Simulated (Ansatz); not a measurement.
# F on Ni(111): change of the work function

Wanted: Δφ(θ) for F/Ni(111), starting from the fcc site.

Main program and level: Ansatz 0.2.0; plane-wave DFT, PBE, Ansatz PAW.

## 1. Set-up

The cell holds 4 atoms: 4 Ni. Cell: a = 2.489 Å, b = 2.489 Å, c = 24.097 Å, α = 90.0°, β = 90.0°, γ = 60.0°. Vacuum lies along c.

## 2. The clean slab

The bare slab comes first, as the zero from which every change is counted. The two lowest layers are held at bulk places and the upper ones relax. The dipole correction removes the false field that a one-sided slab makes across the periodic vacuum, so each face gets a flat vacuum level of its own.

input.yaml

```yaml
crystal:
  lattice:
    - [2.4890158698, 0.0, 0.0]
    - [1.2445079349, 2.1555509736, 0.0]
    - [0.0, 0.0, 24.0968188426]
  atoms:
    - { symbol: Ni, position: [0.0, 0.0, 0.3734932839], spin: 0.7 }
    - { symbol: Ni, position: [0.3333333333, 0.3333333333, 0.4578310946], spin: 0.7 }
    - { symbol: Ni, position: [0.6666666667, 0.6666666667, 0.5421689054], spin: 0.7 }
    - { symbol: Ni, position: [0.0, 0.0, 0.6265067161], spin: 0.7 }
magnetization:
  spin_polarized: true
kpoints:
  mp_grid: { grid: [12, 12, 1] }
hamiltonian:
  xc: pbe
scf:
  occupations: { method: fermi_dirac, width: 0.1 }
  convergence: { dr2_threshold: 1.0e-08 }
efield:
  axis: 3
  dipole_correction: true
  ramp_position: 0.97
  ramp_width: 0.06
relax:
  f_tol: 0.02
  max_steps: 60
  constraints: [{ sites: [0, 1] }]
output:
  write_potential: true
  write_density: true
  volumetric_format: npy
```

On the command line:

```console
> ansatz run input.yaml --threads 4 --pin off --max-ram 16384MiB --backend cpu --events-out ev --progress --plain --runs-dir out
```

Numbers of over 12 decimals in the logs are rounded to 6 here.

Log:

```text
Engine: ansatz 0.2.0, aarch64-unknown-linux-gnu
Pseudopotentials: kind: paw
Pseudopotential: Ni, paw, valence charge 18, recommended cutoff 420 eV (normal), Ni.paw.azcp
Functional definition: PBE
  parameter kappa = 0.804
  parameter beta = 0.066725
  exchange = pbe_x(kappa = kappa, mu = beta*pi^2/3)
  correlation = pbe_c(beta = beta)
Crystal: 4 atoms, lattice volume = 129.284 Å³
Basis set: ecut = 420 eV, 2439 PW (Γ), exchange–correlation on 36×36×324 points (8 copies of the dense FFT grid, shifted against one another)
Bands: 45, of which v1, the nominal top of the filled ones, is band 36 counted from 1 (35 counted from 0)
Symmetry: 6 space group operations
k-points: 19 of 144 (time reversal used)
Non-local potential: Ni, projectors of the file, l = 0: 3, l = 1: 2, l = 2: 3, l = 3: 1
PAW form: soft (Blöchl's): semilocal exchange-correlation on the pseudo side does not see the compensation charge
PAW one-centre angular grid: Ni, 590 points (default); XC on 64 Gauss nodes
Initial density: superposition of atomic densities (neutral atoms: chi_scale 0, normalization atom)
Starting moments: Σ|m| = 2.8 μB on 4 of 4 sites
Initial wavefunctions: pseudopotential atomic-orbital guess
Functional: x = pbe(κ = 0.804, μ = 0.219515), c = pbe(β = 0.066725)
SCF iter   1: F=—  HF=-23353.905145 eV  |F-HF|=—  |Δ(HF+E_count)|=         —  Δρ=2.86e-2 (↑1.12e-2 ↓2.86e-2)  dr2=2.62e0  dr2_m=2.76e-1  M=2.997 μB ∫|m|=3.146 μB  β_m=1.00  ethr=3.10e-3  p=0.000 e·Å  D=3.58e-13 V/Å  ΔV_dip=-0.00 eV  dr2_dipole=4.80e-7  V_vac-E_F(+/−)=7.25/7.25 eV  ⟨swp⟩=10.9  Hψ=8806  notcnv=0  defer=16
Mixer restart at iter 1: flushing history
efield: sawtooth ramp at fractional position 0.9700 (set: `efield.ramp_position`, or a place that a band, a saddle search or an elastic batch's reference lends), width 0.0600; the density the first Hamiltonian is built on has a dipole p = 0.000 e·Å; the dipole correction subtracts the counter field D = 3.58e-13 V/Å, which shifts the + side's vacuum level by -0.00 eV against the − side's; the planar-averaged density in the ramp window peaks in size at 7.6e-6 e/Å³
preconditioner: auto → LDOS  [metal: Δε(μ)=0.005 eV  Ē_g=7.174 eV  σ=0.100 eV  W_gap=0.01  n_scr=18 (ndim 8)  ℏωp=20.7 eV  f_vac=0.604  D(μ)=7.90/eV (n_scr^D=102)]
spin=Collinear: LDOS preconditioning applied to the charge; magnetization (m = ρ↑ − ρ↓) channel mixes plain (no charge-response kernel on spin).
SCF iter   2: F=—  HF=-23354.537091 eV  |F-HF|=—  |Δ(HF+E_count)|=   6.32e-1  Δρ=1.21e-2 (↑1.21e-2 ↓9.37e-3)  dr2=4.70e-1  dr2_m=6.08e-3  M=2.950 μB ∫|m|=3.239 μB  β_m=0.32  ethr=3.10e-3  p=-0.000 e·Å  D=-1.18e-5 V/Å  ΔV_dip=0.00 eV  dr2_dipole=1.68e-7  V_vac-E_F(+/−)=6.45/6.45 eV  ⟨swp⟩=2.3  Hψ=2954  notcnv=0  defer=39
density mixer auto → msr1: a metal under ldos (density of states about μ 3.85 of a free-electron gas's, 18 screened modes)
SCF iter   3: F=—  HF=-23355.900691 eV  |F-HF|=—  |Δ(HF+E_count)|=    1.36e0  Δρ=6.31e-3 (↑6.31e-3 ↓4.98e-3)  dr2=1.22e-1  dr2_m=5.55e-3  M=2.942 μB ∫|m|=3.263 μB  β_m=0.52  ethr=6.53e-4  p=-0.000 e·Å  D=-2.13e-7 V/Å  ΔV_dip=0.00 eV  dr2_dipole=6.03e-9  V_vac-E_F(+/−)=6.01/6.01 eV  ⟨swp⟩=3.0  Hψ=2841  notcnv=0  defer=40
SCF iter   4: F=—  HF=-23357.393574 eV  |F-HF|=—  |Δ(HF+E_count)|=         —  Δρ=6.98e-3 (↑4.12e-3 ↓6.98e-3)  dr2=1.03e-1  dr2_m=3.75e-3  M=2.826 μB ∫|m|=3.215 μB  β_m=0.52  ethr=1.70e-4  p=-0.000 e·Å  D=-2.46e-6 V/Å  ΔV_dip=0.00 eV  dr2_dipole=3.15e-9  V_vac-E_F(+/−)=5.44/5.44 eV  ⟨swp⟩=3.7  Hψ=3872  notcnv=0  defer=38
SCF iter   5: F=—  HF=-23357.642354 eV  |F-HF|=—  |Δ(HF+E_count)|=   2.49e-1  Δρ=4.88e-3 (↑1.50e-3 ↓4.88e-3)  dr2=3.19e-2  dr2_m=5.57e-3  M=2.736 μB ∫|m|=3.135 μB  β_m=0.76  ethr=1.43e-4  p=0.000 e·Å  D=1.02e-6 V/Å  ΔV_dip=-0.00 eV  dr2_dipole=4.32e-9  V_vac-E_F(+/−)=5.26/5.26 eV  ⟨swp⟩=2.4  Hψ=2763  notcnv=0  defer=40
SCF iter   6: F=—  HF=-23357.693928 eV  |F-HF|=—  |Δ(HF+E_count)|=   5.16e-2  Δρ=2.88e-3 (↑1.47e-3 ↓2.88e-3)  dr2=1.26e-2  dr2_m=1.52e-3  M=2.669 μB ∫|m|=3.070 μB  β_m=0.86  ethr=4.44e-5  p=-0.000 e·Å  D=-5.89e-6 V/Å  ΔV_dip=0.00 eV  dr2_dipole=2.14e-8  V_vac-E_F(+/−)=5.15/5.15 eV  ⟨swp⟩=2.2  Hψ=2708  notcnv=0  defer=40
SCF iter   7: F=—  HF=-23357.694448 eV  |F-HF|=—  |Δ(HF+E_count)|=   5.20e-4  Δρ=2.31e-3 (↑1.35e-3 ↓2.31e-3)  dr2=9.68e-3  dr2_m=5.46e-4  M=2.662 μB ∫|m|=3.065 μB  β_m=0.72  ethr=1.75e-5  p=0.000 e·Å  D=1.37e-5 V/Å  ΔV_dip=-0.00 eV  dr2_dipole=5.06e-8  V_vac-E_F(+/−)=5.06/5.06 eV  ⟨swp⟩=2.7  Hψ=3609  notcnv=0  defer=46
SCF iter   8: F=—  HF=-23357.693229 eV  |F-HF|=—  |Δ(HF+E_count)|=   1.22e-3  Δρ=4.06e-4 (↑1.85e-4 ↓4.06e-4)  dr2=3.64e-4  dr2_m=1.71e-5  M=2.660 μB ∫|m|=3.064 μB  β_m=0.68  ethr=1.34e-5  p=-0.000 e·Å  D=-3.62e-6 V/Å  ΔV_dip=0.00 eV  dr2_dipole=1.02e-8  V_vac-E_F(+/−)=5.09/5.09 eV  ⟨swp⟩=2.0  Hψ=2577  notcnv=0  defer=48
SCF iter   9: F=—  HF=-23357.693190 eV  |F-HF|=—  |Δ(HF+E_count)|=   3.90e-5  Δρ=1.79e-4 (↑7.00e-5 ↓1.79e-4)  dr2=3.02e-5  dr2_m=1.70e-5  M=2.661 μB ∫|m|=3.067 μB  β_m=0.69  ethr=5.05e-7  p=0.000 e·Å  D=3.89e-6 V/Å  ΔV_dip=-0.00 eV  dr2_dipole=1.53e-8  V_vac-E_F(+/−)=5.09/5.09 eV  ⟨swp⟩=3.2  Hψ=3585  notcnv=0  defer=48
SCF iter  10: F=—  HF=-23357.693186 eV  |F-HF|=—  |Δ(HF+E_count)|=   3.73e-6  Δρ=5.06e-5 (↑4.29e-5 ↓5.06e-5)  dr2=1.84e-6  dr2_m=2.32e-6  M=2.661 μB ∫|m|=3.067 μB  β_m=0.80  ethr=4.19e-8  p=-0.000 e·Å  D=-3.67e-6 V/Å  ΔV_dip=0.00 eV  dr2_dipole=5.53e-9  V_vac-E_F(+/−)=5.08/5.08 eV  ⟨swp⟩=2.1  Hψ=2621  notcnv=0  defer=48
SCF iter  11: F=—  HF=-23357.693187 eV  |F-HF|=—  |Δ(HF+E_count)|=   9.70e-7  Δρ=2.05e-5 (↑1.28e-5 ↓2.05e-5)  dr2=6.07e-7  dr2_m=1.91e-7  M=2.661 μB ∫|m|=3.067 μB  β_m=0.87  ethr=2.55e-9  p=0.000 e·Å  D=7.88e-6 V/Å  ΔV_dip=-0.00 eV  dr2_dipole=2.87e-8  V_vac-E_F(+/−)=5.08/5.08 eV  ⟨swp⟩=2.1  Hψ=2535  notcnv=0  defer=48
SCF iter  12: F=—  HF=-23357.693187 eV  |F-HF|=—  |Δ(HF+E_count)|=   2.51e-7  Δρ=1.80e-5 (↑1.51e-5 ↓1.80e-5)  dr2=9.33e-7  dr2_m=1.72e-8  M=2.661 μB ∫|m|=3.067 μB  β_m=0.65  ethr=8.43e-10  p=-0.000 e·Å  D=-1.24e-5 V/Å  ΔV_dip=0.00 eV  dr2_dipole=7.47e-8  V_vac-E_F(+/−)=5.08/5.08 eV  ⟨swp⟩=2.5  Hψ=3401  notcnv=0  defer=48
SCF iter  13: F=—  HF=-23357.693187 eV  |F-HF|=—  |Δ(HF+E_count)|=   2.13e-7  Δρ=3.08e-6 (↑2.15e-6 ↓3.08e-6)  dr2=3.91e-8  dr2_m=2.54e-9  M=2.661 μB ∫|m|=3.067 μB  β_m=0.82  ethr=8.43e-10  p=-0.000 e·Å  D=-2.09e-6 V/Å  ΔV_dip=0.00 eV  dr2_dipole=9.96e-9  V_vac-E_F(+/−)=5.08/5.08 eV  ⟨swp⟩=2.1  Hψ=2507  notcnv=0  defer=48
[...]
density mixer auto → msr1: a metal under ldos (density of states about μ 3.54 of a free-electron gas's, 18 screened modes)
SCF iter   3: F=—  HF=-23357.695252 eV  |F-HF|=—  |Δ(HF+E_count)|=   3.47e-6  Δρ=3.61e-4 (↑3.61e-4 ↓2.26e-4)  dr2=1.98e-4  dr2_m=3.76e-5  M=2.664 μB ∫|m|=3.069 μB  β_m=0.44  ethr=1.15e-6  p=0.001 e·Å  D=1.05e-3 V/Å  ΔV_dip=-0.03 eV  dr2_dipole=3.96e-5  V_vac-E_F(+/−)=5.05/5.08 eV  ⟨swp⟩=1.8  Hψ=2163  notcnv=0  defer=48
SCF iter   4: F=—  HF=-23357.695307 eV  |F-HF|=—  |Δ(HF+E_count)|=   5.46e-5  Δρ=1.71e-4 (↑1.71e-4 ↓1.57e-4)  dr2=3.30e-5  dr2_m=2.06e-5  M=2.663 μB ∫|m|=3.067 μB  β_m=0.46  ethr=2.74e-7  p=0.001 e·Å  D=8.26e-4 V/Å  ΔV_dip=-0.02 eV  dr2_dipole=2.43e-8  V_vac-E_F(+/−)=5.06/5.08 eV  ⟨swp⟩=1.5  Hψ=1921  notcnv=0  defer=48
SCF iter   5: F=—  HF=-23357.695322 eV  |F-HF|=—  |Δ(HF+E_count)|=   1.50e-5  Δρ=7.39e-5 (↑5.22e-5 ↓7.39e-5)  dr2=5.11e-6  dr2_m=4.02e-6  M=2.662 μB ∫|m|=3.067 μB  β_m=0.61  ethr=4.58e-8  p=0.000 e·Å  D=6.00e-4 V/Å  ΔV_dip=-0.01 eV  dr2_dipole=8.35e-7  V_vac-E_F(+/−)=5.07/5.08 eV  ⟨swp⟩=2.1  Hψ=2952  notcnv=0  defer=48
SCF iter   6: F=—  HF=-23357.695328 eV  |F-HF|=—  |Δ(HF+E_count)|=   6.07e-6  Δρ=4.54e-5 (↑4.33e-5 ↓4.54e-5)  dr2=5.56e-6  dr2_m=7.72e-7  M=2.661 μB ∫|m|=3.066 μB  β_m=0.57  ethr=7.10e-9  p=0.000 e·Å  D=4.49e-4 V/Å  ΔV_dip=-0.01 eV  dr2_dipole=1.56e-7  V_vac-E_F(+/−)=5.07/5.08 eV  ⟨swp⟩=3.1  Hψ=3518  notcnv=0  defer=48
SCF iter   7: F=—  HF=-23357.695328 eV  |F-HF|=—  |Δ(HF+E_count)|=   4.70e-7  Δρ=2.52e-5 (↑2.52e-5 ↓1.49e-5)  dr2=2.59e-6  dr2_m=2.45e-7  M=2.661 μB ∫|m|=3.065 μB  β_m=0.52  ethr=7.10e-9  p=0.000 e·Å  D=3.65e-4 V/Å  ΔV_dip=-0.01 eV  dr2_dipole=9.20e-7  V_vac-E_F(+/−)=5.07/5.08 eV  ⟨swp⟩=2.1  Hψ=2796  notcnv=0  defer=48
SCF iter   8: F=—  HF=-23357.695328 eV  |F-HF|=—  |Δ(HF+E_count)|=   1.08e-7  Δρ=1.02e-5 (↑9.82e-6 ↓1.02e-5)  dr2=4.18e-8  dr2_m=1.01e-7  M=2.661 μB ∫|m|=3.065 μB  β_m=0.69  ethr=3.59e-9  p=0.000 e·Å  D=3.80e-4 V/Å  ΔV_dip=-0.01 eV  dr2_dipole=2.27e-9  V_vac-E_F(+/−)=5.07/5.08 eV  ⟨swp⟩=2.4  Hψ=2355  notcnv=0  defer=48
SCF iter   9: F=—  HF=-23357.695329 eV  |F-HF|=—  |Δ(HF+E_count)|=   1.88e-7  Δρ=4.90e-6 (↑4.07e-6 ↓4.90e-6)  dr2=1.37e-7  dr2_m=1.16e-8  M=2.660 μB ∫|m|=3.065 μB  β_m=0.62  ethr=5.81e-11  p=0.000 e·Å  D=3.76e-4 V/Å  ΔV_dip=-0.01 eV  dr2_dipole=2.33e-9  V_vac-E_F(+/−)=5.07/5.08 eV  ⟨swp⟩=3.1  Hψ=3695  notcnv=0  defer=48
SCF iter  10: F=—  HF=-23357.695329 eV  |F-HF|=—  |Δ(HF+E_count)|=   1.76e-9  Δρ=2.50e-6 (↑2.50e-6 ↓2.27e-6)  dr2=2.53e-8  dr2_m=3.14e-9  M=2.660 μB ∫|m|=3.065 μB  β_m=0.56  ethr=5.81e-11  p=0.000 e·Å  D=3.70e-4 V/Å  ΔV_dip=-0.01 eV  dr2_dipole=7.75e-9  V_vac-E_F(+/−)=5.07/5.08 eV  ⟨swp⟩=2.3  Hψ=3262  notcnv=0  defer=48
SCF iter  11: F=—  HF=-23357.695329 eV  |F-HF|=—  |Δ(HF+E_count)|=   3.96e-9  Δρ=1.37e-6 (↑1.37e-6 ↓1.25e-6)  dr2=3.07e-9  dr2_m=1.07e-9  M=2.660 μB ∫|m|=3.065 μB  β_m=0.56  ethr=3.52e-11  p=0.000 e·Å  D=3.74e-4 V/Å  ΔV_dip=-0.01 eV  dr2_dipole=4.12e-10  V_vac-E_F(+/−)=5.07/5.08 eV  ⟨swp⟩=2.0  Hψ=2494  notcnv=0  defer=48
SCF iter  12: F=—  HF=-23357.695329 eV  |F-HF|=—  |Δ(HF+E_count)|=  3.27e-11  Δρ=9.58e-7 (↑9.58e-7 ↓4.74e-7)  dr2=1.33e-9  dr2_m=5.63e-10  M=2.660 μB ∫|m|=3.065 μB  β_m=0.78  ethr=4.27e-12  p=0.000 e·Å  D=3.75e-4 V/Å  ΔV_dip=-0.01 eV  dr2_dipole=6.93e-11  V_vac-E_F(+/−)=5.07/5.08 eV  ⟨swp⟩=2.1  Hψ=2475  notcnv=0  defer=48
SCF iter  13: F=—  HF=-23357.695329 eV  |F-HF|=—  |Δ(HF+E_count)|=   1.54e-9  Δρ=2.68e-6 (↑4.01e-7 ↓2.68e-6)  dr2=1.69e-8  dr2_m=1.71e-9  M=2.660 μB ∫|m|=3.065 μB  β_m=0.89  ethr=1.84e-12  p=0.000 e·Å  D=3.77e-4 V/Å  ΔV_dip=-0.01 eV  dr2_dipole=1.12e-11  V_vac-E_F(+/−)=5.07/5.08 eV  ⟨swp⟩=2.0  Hψ=2430  notcnv=0  defer=48
SCF iter  14: F=-23357.695329 eV  HF=-23357.695329 eV  |F-HF|=3.15e-9  |Δ(HF+E_count)|=  7.89e-10  Δρ=9.53e-7 (↑4.16e-7 ↓9.53e-7)  dr2=3.21e-9  dr2_m=1.09e-10  M=2.660 μB ∫|m|=3.065 μB  ethr=1.84e-12  p=0.000 e·Å  D=3.78e-4 V/Å  ΔV_dip=-0.01 eV  dr2_dipole=6.19e-10  V_vac-E_F(+/−)=5.07/5.08 eV  ⟨swp⟩=6.3  Hψ=10600  notcnv=0
SCF 3 converged in 14 iterations: F = -23357.695329 eV  dr2 = 3.21e-9
relax step   3: F+E_penalty+E_count = -23357.69532856 eV  Δ(F+E_penalty+E_count) = -7.170e-4 eV  max|allowed force component| = 2.492e-3 eV/Å  Δτ_max = 0.0193 Å  (14 SCF iters, accepted)
NSCF: frozen V_eff on 19 k-points
the band table was solved once a step of the walk had ended and its energy, with any forces and stress, was formed, with the checks that follow a solve (9208 applications of the Hamiltonian). They found nothing against the state; the energy, forces and stress were not computed again (output.eigenvalues in the input reference)
WARN: The output density's exchange-correlation potential varies sharply where the density is thin. Do not read a vacuum level from v_tot or v_xc, or from such a field of the output density. On a cell that repeats whose density bears no net charge and no dipole along the vacuum's axis use v_es (v_loc + v_h of the components); under efield.dipole_correction with no amplitude use v_es + v_field, which holds any externa [...]
SCF converged after 14 iterations
Magnetization: 2.6604 μB (37.3302 up, 34.6698 down)
Absolute magnetization: 3.0681 μB (∫|ρ↑−ρ↓|, with the PAW one-centre terms)
Spin contamination: 0.0397 ħ² per cell (⟨S²⟩ above its minimum at these occupations)
Per-site moments (μB) at R_I (Å): [(0.697093, 1.026719), (0.715500, 1.024444), (0.716982, 1.017614), (0.700574, 1.017614)]
Free energy (F): -23357.695329 eV
Harris-Foulkes:  -23357.695329 eV  (|F-HF|=3.15e-9)
Internal energy: -23357.459514 eV  (E = F + TS)
E sigma→0 (E₀):  -23357.577421 eV
Entropy (-TS):   -0.235815 eV (-58.954 meV/atom)
Fermi energy:    2.806611 eV
Dipole field:    D = 0.000420 V/Å  (p = 0.000300 e·Å, saw-weighted, corrected)
Work function:   Φ+ = 5.0720 eV   Φ− = 5.0821 eV
Levels:          The Fermi level and band energies are counted from a zero that moves with the ramp; work functions are not
--- Per-component energies (eV) ---
  E_band       = -2233.047890
  E_kinetic    = 1126.070206
  E_local      = -172553.846970  (includes V_loc(G=0)·N_el)
  E_nonlocal   = 2547.333296
  E_hartree    = 84594.354199
  E_xc         = -336.334423
  E_vxc        = -433.429848  (∫ρ·V_xc dr)
  E_paw        = -6522.740071  (= ΣΔE_a)
  E_vpaw       = -2107.890488  (= ΣTr[D̂ρ^β])
  E_aug_tail   = 0.002094  (compensation charges beyond the density's cutoff)
  E_efield     = 0.000000  (sawtooth field / dipole correction)
  E_vefield    = 0.000307  (∫n·V_field dr)
  E_ewald      = 67787.702154
  E_smearing   = -0.235815  (= −TS)
  E_closure    = -0.000000  (closes the sum)
  Σ components = -23357.695329   (vs F -23357.695329, Δ=0.00e0)
--- Forces (eV/Å), atoms counted from 1 ---
  atom   1  Ni    -0.00000000    -0.00000000     0.14360102
  atom   2  Ni    -0.00000000     0.00000000    -0.14452175
  atom   3  Ni     0.00000000    -0.00000000    -0.00158484
  atom   4  Ni     0.00000000     0.00000000     0.00249224
  max |Σ_I F_I| component: 1.33e-5 eV/Å
--- Band table (eV; the first three rows and the last of 38) ---
  k-point 0 ↑: bands = [... 32 lower, 1.4980, 1.6464, 1.6464, 2.0208, 2.0208, 2.1301, 2.1788, 2.1788, ... 5 higher]
  k-point 1 ↑: bands = [... 32 lower, 1.4402, 1.5080, 1.6627, 1.6938, 1.8504, 2.0182, 2.1827, 2.7997, ... 5 higher]
  k-point 2 ↑: bands = [... 32 lower, 1.2167, 1.3936, 1.5035, 1.6730, 2.0108, 2.1822, 2.1914, 3.6577, ... 5 higher]
  k-point 18 ↓: bands = [... 32 lower, 2.7441, 2.8850, 2.8850, 2.8927, 7.8453, 8.0826, 8.0958, 8.8517, ... 5 higher]
--- Relaxed structure (3 steps of the walk, 3 accepted, 0 SCFs on fresh bases) ---
  F+E_penalty+E_count = -23357.69532856 eV   max|allowed force component| = 2.492e-3 eV/Å
  atoms:
    - { symbol: Ni, position: [0.0, 0.0, 0.373493] }
    - { symbol: Ni, position: [0.333333, 0.333333, 0.4578310946] }
    - { symbol: Ni, position: [0.666667, 0.666667, 0.541888] }
    - { symbol: Ni, position: [0, 0.0, 0.625102] }
```

Run time: 34 s. Hardware: 4 threads of Arm Neoverse V1, shared host; peak memory 0.53 GiB; 2.1 min of CPU time.

Step by step:

| step | energy less that of the first step (eV) | largest force component (eV/Å) |
| --- | --- | --- |
| 1 | 0.0000 | 0.1468 |
| 2 | -0.0014 | 0.0868 |
| 3 | -0.0021 | 0.0025 |

The run keeps the 6 symmetry operations that it works with, so distortions that break them were not tested.

The atoms that moved most (Å):

| atom | dx | dy | dz | length |
| --- | --- | --- | --- | --- |
| Ni4 | 0.000 | 0.000 | -0.034 | 0.034 |
| Ni3 | 0.000 | 0.000 | -0.007 | 0.007 |

The relaxed structure:

```xyz
4
Lattice="2.4890 0.0000 0.0000 1.2445 2.1556 0.0000 0.0000 0.0000 24.0968" Properties=species:S:1:pos:R:3
Ni    0.0000    0.0000    9.0000
Ni    1.2445    0.7185   11.0323
Ni    2.4890    1.4370   13.0578
Ni    0.0000    0.0000   15.0630
```

Numbers from this step:

* energy at zero smearing: -23357.5774 eV
* total moment: 2.660 μB
* site moments: 0.6971, 0.7155, 0.7170, 0.7006 μB
* work function, upper face: 5.072 eV
* dipole along the normal: 3.00e-4 e·Å

Running mean over 2.032 Å of the planar mean; the ramp of the sawtooth is left out. Electron's electrostatic potential energy less the Fermi level against z:

| z (Å) | electron's electrostatic potential energy less the Fermi level (eV) |
| --- | --- |
| 3.0 | 5.08 |
| 3.5 | 5.08 |
| 4.0 | 5.08 |
| 4.5 | 5.08 |
| 5.0 | 5.08 |
| 5.5 | 5.07 |
| 6.0 | 5.03 |
| 6.5 | 4.90 |
| 7.0 | 4.40 |
| 7.5 | 2.24 |
| 8.0 | -3.19 |
| 8.5 | -8.38 |
| 9.0 | -10.0 |
| 9.5 | -10.3 |
| 10.0 | -10.3 |
| 10.5 | -10.4 |
| 11.0 | -10.4 |
| 11.5 | -10.4 |
| 12.0 | -10.5 |
| 12.5 | -10.5 |
| 13.0 | -10.4 |
| 13.5 | -10.5 |
| 14.0 | -10.6 |
| 14.5 | -10.5 |
| 15.0 | -10.2 |
| 15.5 | -8.78 |
| 16.0 | -3.97 |
| 16.5 | 1.74 |
| 17.0 | 4.26 |
| 17.5 | 4.85 |
| 18.0 | 5.01 |
| 18.5 | 5.06 |
| 19.0 | 5.07 |
| 19.5 | 5.07 |
| 20.0 | 5.07 |
| 20.5 | 5.07 |
| 21.0 | 5.07 |

Site moment by atom:

| atom | site moment (μB) |
| --- | --- |
| Ni1 | 0.697 |
| Ni2 | 0.716 |
| Ni3 | 0.717 |
| Ni4 | 0.701 |

The relaxation took 3 steps and lowered the energy by 0.0021 eV; the largest force on the free atoms ends at 0.0025 eV/Å.

The work function of the upper face is 5.07 eV.

(Continued in part 2 of 4.)

[Logs are printed without paths, hosts, clocks, repeated set-up lines and the standing remarks that a program may print on its own settings, such as how far it seeks lower states.]

[Hosts, paths, dates, database ids (printed as entryN), source tags and the programs' standing remarks are cut or masked in the printed files.]

[Maps of the electrostatic potential energy from Ansatz leave out the sawtooth potential of an applied field or a dipole correction, so their vacuum need not be flat; planar profiles and work functions include it.]
